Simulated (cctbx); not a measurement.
## Accept or mend?

Cell a = 3.8920 Å, b = 3.8920 Å, c = 6.6350 Å, α = 90.00°, β = 90.00°, γ = 120.00°; space group P-3m1 (no. 164). The compound is CdCu2S2.

Simulated single-crystal data (cctbx): Mo Kα, λ = 0.71073 Å, to d = 0.8 Å, 70 % of the full sphere, strongest reflection 20000 counts, noise from counting, a 4 % proportional error and a noise floor of 4 counts (s.d.); no absorption, and some extinction, which the refinements don't model.

An anisotropic refinement with weights 1/σ² prints:

```text
Rint 0.030, 91 unique reflections to 0.81 A
cycle     R1     wR2    GooF  max shift (A)
   1  0.0328  0.0920   3.801   0.00108
   2  0.0139  0.0367   1.516   0.00001
final R1 0.0139 wR2 0.0367 GooF 1.516  parameters 8  data/parameter 11.4
atom        x        y        z      Ueq    occ   su(xyz)  su(Uiso or U11)
Cd1    0.00000  0.00000  0.00000   0.0142  1.000  0.00000  0.0003
Zn1    0.33333  0.66667  0.40764   0.0179  1.000  0.00010  0.0004
S1     0.33333  0.66667  0.74764   0.0124  1.000  0.00022  0.0005
difference map: max 0.36 min -0.52 rms 0.13
Q1    0.2170  0.4341  0.2823    6    0.37  1.14 A from Zn1
Q2    0.0911  0.1822  0.9481    6    0.36  0.70 A from Cd1
Q3    0.1907  0.3814  0.1431    6    0.28  1.60 A from Cd1
Q4    0.9998  0.4999  0.3499    6    0.27  1.19 A from Zn1
Q5    0.1224  0.2447  0.6066    6    0.27  1.70 A from S1
Q6    0.1735  0.3471  0.4487    6    0.25  1.11 A from Zn1
```

Q: Accept it or mend it, and why?

Mend it. The fault: wrong element: Zn1 is Cu. Against the right model at the same level, R1 goes from 0.0112 to 0.0139 and GooF from 1.00 to 1.52. Zn1 has 1 electron too many and its U swells to shed them, as expected (near an absorption edge f′ can widen the mismatch well beyond the difference in Z).

The compound is CdCu2S2. The right model at the same level gives:

```text
Rint 0.030, 91 unique reflections to 0.81 A
cycle     R1     wR2    GooF  max shift (A)
   1  0.0218  0.0568   2.346   0.00135
   2  0.0112  0.0241   0.996   0.00000
final R1 0.0112 wR2 0.0241 GooF 0.996  parameters 8  data/parameter 11.4
atom        x        y        z      Ueq    occ   su(xyz)  su(Uiso or U11)
Cd1    0.00000  0.00000  0.00000   0.0149  1.000  0.00000  0.0002
Cu1    0.33333  0.66667  0.40765   0.0159  1.000  0.00007  0.0002
S1     0.33333  0.66667  0.74760   0.0130  1.000  0.00014  0.0003
difference map: max 0.33 min -0.42 rms 0.12
Q1    0.1901  0.3801  0.2688    6    0.34  1.33 A from Cu1
Q2    0.1290  0.2580  0.9397    6    0.28  0.96 A from Cd1
Q3    0.1050  0.3905  0.1359   12    0.25  1.63 A from Cd1
Q4    0.0847  0.5424  0.6638    6    0.24  1.01 A from S1
Q5    0.1212  0.2424  0.6109    6    0.23  1.69 A from S1
Q6    0.2164  0.4328  0.9208    6    0.22  1.39 A from S1
```

The model was made for the exercise: a known structure type with other elements put in, its volume estimated, not relaxed; displacement parameters are assumed.

[Middle refinement cycles are left out of these outputs.]

[Logs are printed without paths, hosts, clocks, repeated set-up lines and the standing remarks that a program may print on its own settings, such as how far it seeks lower states.]
